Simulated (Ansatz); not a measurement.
# N on Mo(100): change of the work function, part 4 of 5

How does N on the hollow site change the work function of Mo(100) as the layer fills?

Ansatz 0.2.0; plane-wave DFT, PBEsol, Ansatz PAW (the session's first sound run).

So far, work function, upper face (eV): step 2 (the clean slab) 4.00; step 3 (46 atoms, coverage 0.111 ML, cell 3x3) 3.99; step 4 (21 atoms, coverage 0.25 ML, cell 2x2) 4.04; step 5 (22 atoms, coverage 0.5 ML, cell 2x2) 3.66.

### 6. The covered slab, k-mesh 10×10×1, coverage 1 ML

System of this step: Mo5N (N/Mo(100)). The cell holds 6 atoms: 5 Mo and 1 N. Its edges and angles: a = 3.150 Å, b = 3.150 Å, c = 24.553 Å, α = 90.0°, β = 90.0°, γ = 90.0°. Vacuum lies along c.

Another coverage, to see how the dipoles act on each other as their distance changes.

Contents of input.yaml:

```yaml
crystal:
  lattice:
    - [3.15, 0.0, 0.0]
    - [0.0, 3.15, 0.0]
    - [0.0, 0.0, 24.5534437742]
  atoms:
    - { symbol: Mo, position: [0.0, 0.0, 0.3665473602] }
    - { symbol: Mo, position: [0.5, 0.5, 0.4306931483] }
    - { symbol: Mo, position: [0.0, 0.0, 0.4921301245] }
    - { symbol: Mo, position: [0.5, 0.5, 0.5582348982] }
    - { symbol: Mo, position: [0.0, 0.0, 0.6130888975] }
    - { symbol: "N", position: [0.5, 0.5, 0.6334526398] }
kpoints:
  mp_grid: { grid: [10, 10, 1] }
hamiltonian:
  xc: pbesol
scf:
  occupations: { method: fermi_dirac, width: 0.1 }
  convergence: { dr2_threshold: 1.0e-08 }
efield:
  axis: 3
  dipole_correction: true
  ramp_position: 0.97
  ramp_width: 0.06
relax:
  f_tol: 0.02
  max_steps: 60
  constraints: [{ sites: [0, 1] }]
output:
  bader: true
  write_potential: true
  write_density: true
  volumetric_format: npy
```

Launch:

```console
$ ansatz run input.yaml --threads 4 --pin off --max-ram 12288MiB --backend cpu --events-out ev --progress --plain --runs-dir out
```

Numbers of over 12 decimals in the logs are rounded to 6 here.

The program printed:

```text
[...]
Crystal: 6 atoms, lattice volume = 243.632 Å³
Basis set: ecut = 420 eV, 4787 PW (Γ), exchange–correlation on 48×48×360 points (8 copies of the dense FFT grid, shifted against one another)
Bands: 45, of which v1, the nominal top of the filled ones, is band 38 counted from 1 (37 counted from 0)
Symmetry: 8 space group operations
[...]
- { symbol: Mo, position: [0, 0.0, 0.627500] }
    - { symbol: N, position: [0.500000, 0.500000, 0.637074] }
--- Bader charges: 6 sites ---
  site symbol  charge [e]  shift [e]
     0     Mo     -0.0793     0.0000
     1     Mo      0.0688     0.0000
     2     Mo      0.0328     0.0000
     3     Mo      0.3348     0.0007
     4     Mo      1.0568     0.0005
     5      N     -1.4139     0.0003
  estimated error of the sums over rays = 6.2e-4 e
[key lines of the parts left out:]
SCF converged after 7 iterations
Free energy (F): -24863.285020 eV
Fermi energy:    4.583166 eV
Dipole field:    D = 0.010808 V/Å  (p = 0.014552 e·Å, saw-weighted, corrected)
Work function:   Φ+ = 3.7278 eV   Φ− = 3.9932 eV
```

Elapsed: 36 s, on 4 threads of Arm Neoverse V2, shared host; peak memory 0.62 GiB.

The steps of the relaxation:

| step | energy less that of the first step (eV) | largest force component (eV/Å) |
| --- | --- | --- |
| 1 | 0.0000 | 6.6669 |
| 2 | -1.0185 | 1.3616 |
| 3 | -1.1106 | 0.3232 |
| 4 | -1.1168 | 0.0237 |
| 5 | -1.1168 | 0.0036 |

Forces are held to the 8 operations that the run works with; a distortion that breaks them can't arise in this run.

The atoms that moved most (Å):

| atom | dx | dy | dz | length |
| --- | --- | --- | --- | --- |
| Mo5 | 0.000 | 0.000 | 0.354 | 0.354 |
| N6 | 0.000 | 0.000 | 0.089 | 0.089 |
| Mo4 | 0.000 | 0.000 | -0.071 | 0.071 |
| Mo3 | 0.000 | 0.000 | 0.039 | 0.039 |

The relaxed structure:

```cif
data_structure
_symmetry_space_group_name_H-M 'P 1'
_symmetry_Int_Tables_number 1
_cell_length_a 3.1500
_cell_length_b 3.1500
_cell_length_c 24.5534
_cell_angle_alpha 90.000
_cell_angle_beta 90.000
_cell_angle_gamma 90.000
_cell_volume 243.63
loop_
_atom_site_label
_atom_site_type_symbol
_atom_site_fract_x
_atom_site_fract_y
_atom_site_fract_z
_atom_site_occupancy
Mo1 Mo 0.00000 0.00000 0.36655 1
Mo2 Mo 0.50000 0.50000 0.43069 1
Mo3 Mo 0.00000 0.00000 0.49370 1
Mo4 Mo 0.50000 0.50000 0.55535 1
Mo5 Mo 0.00000 0.00000 0.62750 1
N6 N 0.50000 0.50000 0.63707 1
```

Running mean over 1.575 Å of the planar mean; the ramp of the sawtooth is left out. Electron's electrostatic potential energy less the Fermi level against z:

z (Å), electron's electrostatic potential energy less the Fermi level (eV) and a bar from the least value:
```
      3.5        4.0 ##############################
      4.0        4.0 ##############################
      4.5        4.0 ##############################
      5.0        4.0 ##############################
      5.5        4.0 ##############################
      6.0        3.9 ##############################
      6.5        3.8 ##############################
      7.0        3.3 #############################
      7.5        1.8 ###########################
      8.0       -2.5 ####################
      8.5       -8.1 ############
      9.0      -11.4 #######
      9.5      -12.2 ######
     10.0      -12.4 #####
     10.5      -12.6 #####
     11.0      -12.9 #####
     11.5      -13.0 ####
     12.0      -13.0 ####
     12.5      -13.3 ####
     13.0      -13.4 ####
     13.5      -12.8 #####
     14.0      -11.5 #######
     14.5      -11.5 #######
     15.0      -14.6 ##
     15.5      -15.9 
     16.0      -11.7 ######
     16.5       -3.6 ###################
     17.0        1.9 ###########################
     17.5        3.3 #############################
     18.0        3.6 #############################
     18.5        3.7 ##############################
     19.0        3.7 ##############################
     19.5        3.7 ##############################
     20.0        3.7 ##############################
     20.5        3.7 ##############################
     21.0        3.7 ##############################
     21.5        3.7 ##############################
```

The relaxation took 5 steps and lowered the energy by 1.1 eV; the largest force on the free atoms ends at 0.0036 eV/Å.

The covered face has 3.73 eV, -0.28 eV against the clean one; the bare back face has moved by -0.10 eV, a measure of how thin the slab is.

### 7. Work function against coverage

This step: plane-wave DFT, PBEsol, Ansatz PAW; work function against coverage (Ansatz 0.2.0).

The runs are now put side by side.

Numbers from this step:

```
work function of the clean face     : 4.003 eV
largest change of the work function : -0.3481 eV
```

The work function of the covered face by coverage:

| coverage (adsorbates/nm²) | work function of the covered face (eV) |
| --- | --- |
| 0.00 | 4.00 |
| 1.12 | 3.99 |
| 2.52 | 4.04 |
| 5.04 | 3.66 |
| 10.08 | 3.73 |

The dipole per adsorbate comes from the change of the cell's dipole. Coverage, by row:

| coverage (1/nm²) | coverage (ML) | work function (eV) | change (eV) | dipole per adsorbate, positive end outwards (debye) | mean height of the added atoms over the highest substrate atom (Å) |
| --- | --- | --- | --- | --- | --- |
| 1.12 | 0.1111 | 3.995 | -0.008747 | 0.007 | 0.5461 |
| 2.52 | 0.25 | 4.036 | 0.03282 | -0.046 | 0.5119 |
| 5.039 | 0.5 | 3.655 | -0.3481 | 0.171 | 0.3855 |
| 10.08 | 1 | 3.728 | -0.2756 | 0.046 | 0.2351 |

### 8. The 0.25 ML cell at another level of theory, cutoff 420 eV, functional PBE

This step: plane-wave DFT, PBE, Ansatz PAW (Ansatz 0.2.0).

System of this step: Mo20N (N/Mo(100)). The cell holds 21 atoms: 20 Mo and 1 N. Its edges and angles: a = 6.300 Å, b = 6.300 Å, c = 24.553 Å, α = 90.0°, β = 90.0°, γ = 90.0°. Vacuum lies along c.

The geometry is kept and the functional is PBE.

Contents of input.yaml:

```yaml
crystal:
  lattice:
    - [6.3, 0.0, 0.0]
    - [0.0, 6.3, 0.0]
    - [0.0, 0.0, 24.5534437742]
  atoms:
    - { symbol: Mo, position: [0.0, 0.0, 0.3665473602] }
    - { symbol: Mo, position: [0.25, 0.25, 0.4306931483] }
    - { symbol: Mo, position: [-0.0036872129, -0.0036872129, 0.4926687976] }
    - { symbol: Mo, position: [0.25, 0.25, 0.5515516625] }
    - { symbol: Mo, position: [0.0139906467, 0.0139906467, 0.6163140228] }
    - { symbol: Mo, position: [0.0, 0.5, 0.3665473602] }
    - { symbol: Mo, position: [0.25, 0.75, 0.4306931483] }
    - { symbol: Mo, position: [-0.0036872129, 0.5036872129, 0.4926687976] }
    - { symbol: Mo, position: [0.25, 0.75, 0.5591848477] }
    - { symbol: Mo, position: [0.0139906467, 0.4860093533, 0.6163140228] }
    - { symbol: Mo, position: [0.5, 0.0, 0.3665473602] }
    - { symbol: Mo, position: [0.75, 0.25, 0.4306931483] }
    - { symbol: Mo, position: [0.5036872129, -0.0036872129, 0.4926687976] }
    - { symbol: Mo, position: [0.75, 0.25, 0.5591848477] }
    - { symbol: Mo, position: [0.4860093533, 0.0139906467, 0.6163140228] }
    - { symbol: Mo, position: [0.5, 0.5, 0.3665473602] }
    - { symbol: Mo, position: [0.75, 0.75, 0.4306931483] }
    - { symbol: Mo, position: [0.5036872129, 0.5036872129, 0.4926687976] }
    - { symbol: Mo, position: [0.75, 0.75, 0.5591022217] }
    - { symbol: Mo, position: [0.4860093533, 0.4860093533, 0.6163140228] }
    - { symbol: "N", position: [0.25, 0.25, 0.6371612707] }
kpoints:
  mp_grid: { grid: [5, 5, 1] }
hamiltonian:
  xc: pbe
scf:
  occupations: { method: fermi_dirac, width: 0.1 }
  convergence: { dr2_threshold: 1.0e-08 }
efield:
  axis: 3
  dipole_correction: true
  ramp_position: 0.97
  ramp_width: 0.06
output:
  write_potential: true
  write_density: true
  volumetric_format: npy
```

The program printed:

```text
[...]
Crystal: 21 atoms, lattice volume = 974.526 Å³
Basis set: ecut = 420 eV, 19079 PW (Γ)
Bands: 171, of which v1, the nominal top of the filled ones, is band 143 counted from 1 (142 counted from 0)
Symmetry: 8 space group operations
[...]
k-points: 6 of 25
[...]
SCF iter   1: F=—  HF=-99490.431539 eV  |F-HF|=—  |Δ(HF+E_count)|=         —  Δρ=9.08e-3  dr2=4.37e0  ethr=1.77e-3  p=-0.001 e·Å  D=-2.66e-4 V/Å  ΔV_dip=0.01 eV  dr2_dipole=1.76e-1  V_vac-E_F(+/−)=3.97/3.97 eV  ⟨swp⟩=9.8  Hψ=5382  notcnv=0
[...]
SCF iter  11: F=-99490.226364 eV  HF=-99490.226364 eV  |F-HF|=2.15e-9  |Δ(HF+E_count)|=   1.65e-8  Δρ=5.96e-7  dr2=7.65e-9  ethr=3.51e-12  p=0.010 e·Å  D=1.89e-3 V/Å  ΔV_dip=-0.05 eV  dr2_dipole=5.45e-11  V_vac-E_F(+/−)=3.94/3.99 eV  ⟨swp⟩=8.0  Hψ=2689  notcnv=0
SCF 1 converged in 11 iterations: F = -99490.226364 eV  dr2 = 7.65e-9
[...]
SCF converged after 11 iterations
Free energy (F): -99490.226364 eV
[...]
Internal energy: -99489.459776 eV  (E = F + TS)
E sigma→0 (E₀):  -99489.843070 eV
Entropy (-TS):   -0.766587 eV (-36.504 meV/atom)
Fermi energy:    4.235306 eV
Dipole field:    D = 0.001899 V/Å  (p = 0.010225 e·Å, saw-weighted, corrected)
Work function:   Φ+ = 3.9395 eV   Φ− = 3.9861 eV
[...]
--- Band table (eV; the first three rows and the last of 6) ---
  k-point 0: bands = [... 139 lower, 4.0480, 4.0480, 4.1674, 4.2075, 4.5433, 4.5438, 4.5438, 4.9806, ... 24 higher]
  k-point 1: bands = [... 139 lower, 4.1137, 4.2076, 4.2424, 4.3501, 4.4856, 4.5109, 4.6068, 4.6438, ... 24 higher]
  k-point 2: bands = [... 139 lower, 4.0143, 4.1231, 4.2902, 4.4097, 4.4452, 4.5687, 4.6441, 4.6531, ... 24 higher]
  k-point 5: bands = [... 139 lower, 3.9229, 3.9451, 4.0551, 4.0842, 4.1798, 4.1893, 4.2115, 4.2667, ... 24 higher]
```

Elapsed: 48 s, on 4 threads; peak memory 3.4 GiB.

The column dr2 measures how far the density is from self-consistency, as an energy; F and HF (Harris–Foulkes) agree once it is small.

This step gave:

```
energy at zero smearing        : -99489.8431 eV
work function, upper face      : 3.939 eV
work function, lower face      : 3.986 eV
dipole along the normal        : 0.01022 e·Å
step between the vacuum levels : -0.04662 eV
```

The work function comes to 3.94 eV, -0.10 eV from the first level.

### 9. The 0.25 ML cell at another level of theory, cutoff 420 eV, functional RPBE

This step: plane-wave DFT, RPBE, Ansatz PAW (Ansatz 0.2.0).

The geometry is kept and the functional is RPBE.

input.yaml, as its differences from that of step 8:

```diff
@@ -30,3 +30,3 @@
 hamiltonian:
-  xc: pbe
+  xc: rpbe
 scf:
```

The program printed:

```text
[...]
Crystal: 21 atoms, lattice volume = 974.526 Å³
Basis set: ecut = 420 eV, 19079 PW (Γ)
Bands: 171, of which v1, the nominal top of the filled ones, is band 143 counted from 1 (142 counted from 0)
Symmetry: 8 space group operations
[...]
k-points: 6 of 25
[...]
SCF iter   1: F=—  HF=-99632.972151 eV  |F-HF|=—  |Δ(HF+E_count)|=         —  Δρ=9.24e-3  dr2=4.11e0  ethr=1.77e-3  p=-0.001 e·Å  D=-2.66e-4 V/Å  ΔV_dip=0.01 eV  dr2_dipole=1.82e-1  V_vac-E_F(+/−)=3.90/3.89 eV  ⟨swp⟩=9.8  Hψ=5342  notcnv=0
[...]
SCF iter  11: F=-99632.764633 eV  HF=-99632.764633 eV  |F-HF|=2.79e-9  |Δ(HF+E_count)|=   1.04e-8  Δρ=5.67e-7  dr2=7.76e-9  ethr=3.51e-12  p=0.009 e·Å  D=1.73e-3 V/Å  ΔV_dip=-0.04 eV  dr2_dipole=6.72e-13  V_vac-E_F(+/−)=3.77/3.81 eV  ⟨swp⟩=7.8  Hψ=2661  notcnv=0
SCF 1 converged in 11 iterations: F = -99632.764633 eV  dr2 = 7.76e-9
[...]
SCF converged after 11 iterations
Free energy (F): -99632.764633 eV
[...]
Internal energy: -99631.997509 eV  (E = F + TS)
E sigma→0 (E₀):  -99632.381071 eV
Entropy (-TS):   -0.767124 eV (-36.530 meV/atom)
Fermi energy:    4.375661 eV
Dipole field:    D = 0.001730 V/Å  (p = 0.009317 e·Å, saw-weighted, corrected)
Work function:   Φ+ = 3.7689 eV   Φ− = 3.8113 eV
[...]
--- Band table (eV; the first three rows and the last of 6) ---
  k-point 0: bands = [... 139 lower, 4.1821, 4.1821, 4.3288, 4.3588, 4.6804, 4.6818, 4.6818, 5.1186, ... 24 higher]
  k-point 1: bands = [... 139 lower, 4.2536, 4.3595, 4.3796, 4.4908, 4.6235, 4.6522, 4.7440, 4.7857, ... 24 higher]
  k-point 2: bands = [... 139 lower, 4.1490, 4.2617, 4.4307, 4.5461, 4.5848, 4.7124, 4.7872, 4.7922, ... 24 higher]
  k-point 5: bands = [... 139 lower, 4.0636, 4.0843, 4.1955, 4.2249, 4.3208, 4.3283, 4.3519, 4.4080, ... 24 higher]
```

Wall time 48 s (4 threads); peak memory 3.4 GiB; 3.1 min of CPU time.

This step gave:

```yaml
energy_at_zero_smearing: -99632.3811 eV
work_function_upper_face: 3.769 eV
work_function_lower_face: 3.811 eV
dipole_along_the_normal: 0.009317 e·Å
step_between_the_vacuum_levels: -0.04248 eV
```

The work function comes to 3.77 eV, -0.27 eV from the first level.

### 10. The 0.25 ML cell at another level of theory, cutoff 1800 eV, functional PBE

This step: plane-wave DFT, PBE, JTH PAW (Ansatz 0.2.0).

The geometry is kept and the functional is PBE; other changes against the main runs: JTH PAW files and cutoff 420 → 1800.

input.yaml, as its differences from that of step 9:

```diff
@@ -30,3 +30,4 @@
 hamiltonian:
-  xc: rpbe
+  xc: pbe
+  pseudopotentials: { kind: paw, source: jth }
 scf:
```

The program printed:

```text
[...]
k-point 0: bands = [... 139 lower, 3.9657, 3.9657, 4.0816, 4.1235, 4.4605, 4.4605, 4.4611, 4.9005, ... 24 higher]
  k-point 1: bands = [... 139 lower, 4.0297, 4.1239, 4.1616, 4.2672, 4.4040, 4.4267, 4.5267, 4.5602, ... 24 higher]
  k-point 2: bands = [... 139 lower, 3.9294, 4.0408, 4.2068, 4.3284, 4.3607, 4.4869, 4.5628, 4.5719, ... 24 higher]
  k-point 5: bands = [... 139 lower, 3.8400, 3.8624, 3.9727, 4.0014, 4.0980, 4.1066, 4.1286, 4.1850, ... 24 higher]
[key lines of the parts left out:]
SCF converged after 12 iterations
Free energy (F): -99395.205272 eV
Fermi energy:    4.152596 eV
Dipole field:    D = 0.001973 V/Å  (p = 0.010625 e·Å, saw-weighted, corrected)
Work function:   Φ+ = 3.9381 eV   Φ− = 3.9865 eV
```

Run time: 6.3 min. Hardware: 4 threads; peak memory 11 GiB.

The work function comes to 3.94 eV, -0.10 eV from the first level.

### 11. The 0.25 ML cell at another level of theory, cutoff 500 eV, functional r2SCAN

This step: plane-wave DFT, r2SCAN, Ansatz PAW (Ansatz 0.2.0).

The geometry is kept and the functional is r2SCAN; other changes against the main runs: cutoff 420 → 500.

input.yaml, as its differences from that of step 10:

```diff
@@ -30,4 +30,3 @@
 hamiltonian:
-  xc: pbe
-  pseudopotentials: { kind: paw, source: jth }
+  xc: r2scan
 scf:
```

The program printed:

```text
[...]
Crystal: 21 atoms, lattice volume = 974.526 Å³
Basis set: ecut = 500 eV, 24829 PW (Γ), exchange–correlation on 192×192×720 points (64 copies of the dense FFT grid, shifted against one another)
Bands: 171, of which v1, the nominal top of the filled ones, is band 143 counted from 1 (142 counted from 0)
Symmetry: 8 space group operations
[...]
k-point 0: bands = [... 139 lower, 4.0299, 4.0575, 4.2395, 4.2749, 4.5413, 4.5413, 4.5675, 5.0307, ... 24 higher]
  k-point 1: bands = [... 139 lower, 4.1466, 4.2523, 4.2657, 4.4012, 4.5141, 4.5320, 4.6373, 4.6897, ... 24 higher]
  k-point 2: bands = [... 139 lower, 3.9570, 4.1580, 4.3308, 4.4270, 4.4698, 4.6183, 4.6754, 4.7343, ... 24 higher]
  k-point 5: bands = [... 139 lower, 3.9317, 3.9604, 4.0744, 4.0901, 4.1949, 4.2233, 4.2291, 4.2908, ... 24 higher]
[key lines of the parts left out:]
SCF converged after 12 iterations
Free energy (F): -99721.325732 eV
Fermi energy:    4.259416 eV
Dipole field:    D = 0.001151 V/Å  (p = 0.006196 e·Å, saw-weighted, corrected)
Work function:   Φ+ = 3.8930 eV   Φ− = 3.9213 eV
```

Elapsed: 93 s, on 4 threads; peak memory 5.4 GiB.

The work function comes to 3.89 eV, -0.14 eV from the first level.

### 12. Side by side

Times are for 4 threads of Arm Neoverse V2, shared host. The series side by side:

| no. | functional | work function, upper face (eV) | dipole along the normal (e·Å) | time | memory (GiB) |
| --- | --- | --- | --- | --- | --- |
| 1 | pbe | 3.939 | 0.01022 | 48 s | 3.4 |
| 2 | rpbe | 3.769 | 0.009317 | 48 s | 3.4 |
| 3 | pbe | 3.938 | 0.01062 | 6.3 min | 11 |
| 4 | r2scan | 3.893 | 0.006196 | 93 s | 5.4 |

(Part 4 of 5 ends here.)

[Logs are printed without paths, hosts, clocks, repeated set-up lines and the standing remarks that a program may print on its own settings, such as how far it seeks lower states.]

[Hosts, paths, dates, database ids (printed as entryN), source tags and the programs' standing remarks are cut or masked in the printed files.]

[Maps of the electrostatic potential energy from Ansatz leave out the sawtooth potential of an applied field or a dipole correction, so their vacuum need not be flat; planar profiles and work functions include it.]
